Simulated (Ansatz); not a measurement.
Consider Rb2PtF4 (started from the K2NiF4 type) (I4/mmm).

The structure was built from a prototype and need not be the compound's stable phase.

The structure is tetragonal, space group I4/mmm (No. 139). Conventional cell: a = 4.587 Å, b = 4.587 Å, c = 13.407 Å, α = 90.00°, β = 90.00°, γ = 90.00°. Nearest to Rb lie 9 F at 2.80 to 3.25 Å. Nearest to Pt lie 6 F at 2.06 to 2.29 Å. Nearest to F lie 2 Pt at 2.29 Å and 4 Rb at 2.94 Å. Nearest to F lie 1 Pt at 2.06 Å and 5 Rb at 2.80 to 3.25 Å. Farther neighbours and most contacts between anions are not listed.

```
Rb Pt F
1.0
     6.70348    2.29348   -2.29348
     6.70348   -2.29348    2.29348
    -6.70348   -2.29348   -2.29348
Rb Pt F
2 1 4
Direct
  0.36259 0.36259 0.00000
  0.63741 0.63741 0.00000
  0.00000 0.00000 0.00000
  0.00000 0.50000 0.50000
  0.50000 0.00000 0.50000
  0.15390 0.15390 0.00000
  0.84610 0.84610 0.00000
```

The structure was relaxed with PBE. The structure type comes from a generator and need not be one that this composition takes. The structure was generated from a model, not taken from a measurement. The runs that relaxed it are not among those shown. The program's search for lower electronic states was switched off, so nothing shows that the state found is the lowest. Spin-orbit coupling is left out unless a run names it. PAW set soft_2, made with PBE.

A constrained-RPA run (Ansatz 0.2.0; non-magnetic PBE; Pt eg, bands v1 to c1, 4×4×4 mesh, medium accuracy) builds 2 functions on bands 2.4 eV wide, with 2.0 electrons in the window. The bare on-site interaction is 12.9 eV and the bare J 0.56 eV.

Q: What U and J survive the screening?

On the Pt eg shell, U = 5.29 eV (41 % of the bare value), U′ = 4.36 eV, J = 0.37 eV.

The parent state is non-magnetic and the interaction static (zero frequency); U depends on the window and the orbitals, so it belongs to this model alone. Spin-orbit coupling, which is strong for atoms this heavy, is left out.

[Paths, hosts, dates, memory and timing lines, banners, echoed tables and standing remarks are left out of the program output.]

[Logs are printed without paths, hosts, clocks, repeated set-up lines and the standing remarks that a program may print on its own settings, such as how far it seeks lower states.]

[Runs of the session that timed out or met a known fault of the program may be left out.]

[Hosts, paths, dates, database ids (printed as entryN), source tags and the programs' standing remarks are cut or masked in the printed files.]
